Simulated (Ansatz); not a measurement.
## LiPS3 (C2/m): how ε∞ follows the gap

The empty bands of LiPS3 (C2/m) are shifted up rigidly by Δ, and ε∞ along x is computed for each shift. x, y and z are the Cartesian axes of the input cell.

Cell: a, b, c = 6.570, 6.570, 6.525 Å (primitive vectors), 10 atoms.

Method: Ansatz 0.2.0, r2SCAN, independent particles, k-mesh 4×4×4 with interpolation inside its cells, Gaussian parameter 0.1 eV.

Launch of the response step: `ansatz run input.yaml --threads 4 --pin off --max-ram 8192MiB --backend cpu --events-out ev --progress --plain --runs-dir out`. The series took 17.9 min in all, on 4 threads of Intel(R) Xeon(R) Processor @ 2.50GHz (Skylake/Cascade Lake), with other jobs on the host.

```
Δ (eV)  ε∞ along x
  0.00       6.072
  0.40       5.742
  0.80       5.457
  1.20           ?
  1.60       4.989
  2.00       4.794
```

With one effective transition at E₀ and fixed dipole strength, ε∞ − 1 = A/(E₀ + Δ), so 1/(ε∞ − 1) is linear in Δ.

Working, on the rows shown:

| x = Δ (eV) | y = 1/(ε∞ − 1) |
| --- | --- |
| 0 | 0.197161 |
| 0.4 | 0.210881 |
| 0.8 | 0.224366 |
| 1.6 | 0.250689 |
| 2 | 0.263574 |

Means: x̄ = 0.96, ȳ = 0.22933. Σ(x − x̄)(y − ȳ) = 0.09129, Σ(x − x̄)² = 2.752. Slope = 0.09129 / 2.752 = 0.03317; intercept = ȳ − slope · x̄ = 0.19749. Turned back into ε∞ along x, the line misses the rows shown by at most 0.0084.

Q: Fill in the last column of the withheld row.

A: At x = 1.2 the line gives y = 0.2373, that is 5.214. The run gave 5.209, so the interpolation is off by 0.0051, 0.4 % of the range in the table.

Refitted with all rows, the slope is 0.03319 and the intercept 0.19752. These give E₀ = intercept/slope = 6.0 eV, far above the least direct gap of 2.56 eV: most of the screening comes from transitions well over the edge. Over the first step ε∞ falls by 14 % per eV. Excitons are left out and so are local fields; r2SCAN gaps are as a rule too small.

[Logs are printed without paths, hosts, clocks, repeated set-up lines and the standing remarks that a program may print on its own settings, such as how far it seeks lower states.]
